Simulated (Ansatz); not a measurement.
# Lattice dynamics of ZrSeS monolayer, Janus, part 4 of 4

Wanted: phonon frequencies of ZrSeS monolayer, Janus and what follows from them.

Ansatz 0.2.0; DFT PBEsol, scalar-relativistic, plane waves, PAW; PAW set soft_1.

So far, highest frequency on the path or at a solved wavevector (cm⁻¹): step 7 (phonons on a q mesh) 320.

## Step 9: Isotope substitution, element Se, natural mass 78.971 amu (continued)

The same force constants with the mass of Se changed from 78.971 to 81.917 u (phonopy, no LO-TO term). Both lists are sorted by frequency; levels can cross, so a row need not hold one and the same mode. Modes under 3 cm⁻¹ are left out. Isotope shifts, by row:

```
         q  rank  natural mass (cm⁻¹)  changed mass (cm⁻¹)
     0 0 0     4                116.6                115.5
     0 0 0     5                116.6                115.5
     0 0 0     6                223.1                222.7
     0 0 0     7                223.1                222.7
     0 0 0     8                227.6                225.2
     0 0 0     9                319.4                319.4
0 0.1667 0     1                17.83                 17.7
0 0.1667 0     2                50.66                50.35
0 0.1667 0     3                82.44                81.76
0 0.1667 0     4                123.7                122.3
0 0.1667 0     5                179.6                177.9
0 0.1667 0     6                220.5                218.1
0 0.1667 0     7                  223                222.8
0 0.1667 0     8                  294                293.9
0 0.1667 0     9                309.5                309.5
0 0.3333 0     1                50.92                50.58
0 0.3333 0     2                86.54                 86.2
0 0.3333 0     3                121.4                119.8
0 0.3333 0     4                135.2                133.7
0 0.3333 0     5                185.6                183.7
0 0.3333 0     6                212.7                211.1
0 0.3333 0     7                223.1                  223
0 0.3333 0     8                278.8                278.7
0 0.3333 0     9                307.9                307.8
  0 -0.5 0     1                60.85                60.57
  0 -0.5 0     2                97.77                97.76
  0 -0.5 0     3                117.7                115.7
  0 -0.5 0     4                147.1                145.3
  0 -0.5 0     5                176.7                174.2
  0 -0.5 0     6                217.1                216.1
  0 -0.5 0     7                  223                222.8
  0 -0.5 0     8                284.9                284.7
  0 -0.5 0     9                300.1                300.1
```

A mode of this element alone would shift by -1.81 %. The highest zone-centre frequency without the field goes from 319.4 to 319.4 cm⁻¹ (-0.0 %). The product of the frequency ratios over all optical modes at Γ is 0.967; the product rule, (m/m′)^(3k/2) (M′/M)^(3/2) with k = 1 such atoms and M the mass of the cell, gives 0.967.

## Step 10: Isotope substitution, element Zr, natural mass 91.222 amu

The same for Zr, from 91.22 to 95.91 u.

The same force constants with the mass of Zr changed from 91.222 to 95.908 u (phonopy, no LO-TO term). Both lists are sorted by frequency; levels can cross, so a row need not hold one and the same mode. Modes under 3 cm⁻¹ are left out. Isotope shifts, by row:

```
         q  rank  natural mass (cm⁻¹)  changed mass (cm⁻¹)
     0 0 0     4                116.6                115.2
     0 0 0     5                116.6                115.2
     0 0 0     6                223.1                222.7
     0 0 0     7                223.1                222.7
     0 0 0     8                227.6                226.4
     0 0 0     9                319.4                316.9
0 0.1667 0     1                17.83                17.63
0 0.1667 0     2                50.66                49.97
0 0.1667 0     3                82.44                81.55
0 0.1667 0     4                123.7                122.5
0 0.1667 0     5                179.6                178.4
0 0.1667 0     6                220.5                219.1
0 0.1667 0     7                  223                222.7
0 0.1667 0     8                  294                291.8
0 0.1667 0     9                309.5                307.2
0 0.3333 0     1                50.92                50.24
0 0.3333 0     2                86.54                84.95
0 0.3333 0     3                121.4                120.7
0 0.3333 0     4                135.2                134.1
0 0.3333 0     5                185.6                184.1
0 0.3333 0     6                212.7                210.8
0 0.3333 0     7                223.1                222.9
0 0.3333 0     8                278.8                278.2
0 0.3333 0     9                307.9                305.1
  0 -0.5 0     1                60.85                59.82
  0 -0.5 0     2                97.77                95.42
  0 -0.5 0     3                117.7                117.7
  0 -0.5 0     4                147.1                146.1
  0 -0.5 0     5                176.7                175.8
  0 -0.5 0     6                217.1                215.1
  0 -0.5 0     7                  223                222.9
  0 -0.5 0     8                284.9                284.6
  0 -0.5 0     9                300.1                296.9
```

A mode of this element alone would shift by -2.47 %. The highest zone-centre frequency without the field goes from 319.4 to 316.9 cm⁻¹ (-0.8 %). The product of the frequency ratios over all optical modes at Γ is 0.960; the product rule, (m/m′)^(3k/2) (M′/M)^(3/2) with k = 1 such atoms and M the mass of the cell, gives 0.960.

## Step 11: Outcome

```yaml
space_group_after_relaxation_within_0p01_a: P3m1
area_per_atom: 3.92 Å²
gap_on_the_k_mesh: 0.573 eV
highest_optical_mode_at_the_zone_centre_no_lo_to_term: 319 cm⁻¹
lowest_optical_zone_centre_mode: 117 cm⁻¹
largest_born_charge_third_of_the_trace: 5.01 e
lowest_mode_on_the_q_mesh_acoustic_modes_at_gamma_apart: 17.8 cm⁻¹
highest_frequency_on_the_path_or_at_a_solved_wavevector: 320 cm⁻¹
zero_point_energy_per_atom: 33.4 meV
heat_capacity_at_300_k: 23.2 J/(mol atoms K)
vibrational_entropy_at_300_k: 33.6 J/(mol atoms K)
imaginary_modes_on_the_6x6x1_q_mesh: none
```

In words: The structure is a minimum as far as tested: no mode is imaginary at the 7 irreducible wavevectors of the 6×6×1 mesh, and the softest away from the acoustic zeros lies at 18 cm⁻¹. Without the field, the optical modes at Γ span 117 to 319 cm⁻¹. The highest mode in this list at Γ, 319.4 cm⁻¹, has its largest share on S (66 % of the kinetic energy). The strongest infrared line is at 117 cm⁻¹. Averaged over orientations, the strongest Raman line at 532 nm and 300 K is at 228 cm⁻¹. The tensors are the static, non-resonant ones, while 532 nm light (2.33 eV) lies above the computed gap. In a sheet or slab the interpolated bending branch near Γ is rough, since the rotational sum rule isn't imposed. Dielectric tensors refer to the cell with its vacuum. The program warns that the interpolation holds no quadrupole term, so branches close to Γ can be off in this crystal. The PAW files were made for PBE and serve the other functionals too. The starting cell was built on a prototype and not taken from a measurement. These are harmonic frequencies at zero temperature: anharmonic shifts, linewidths and thermal expansion are left out.

[Logs are printed without paths, hosts, clocks, repeated set-up lines and the standing remarks that a program may print on its own settings, such as how far it seeks lower states.]

[Hosts, paths, dates, database ids (printed as entryN), source tags and the programs' standing remarks are cut or masked in the printed files.]
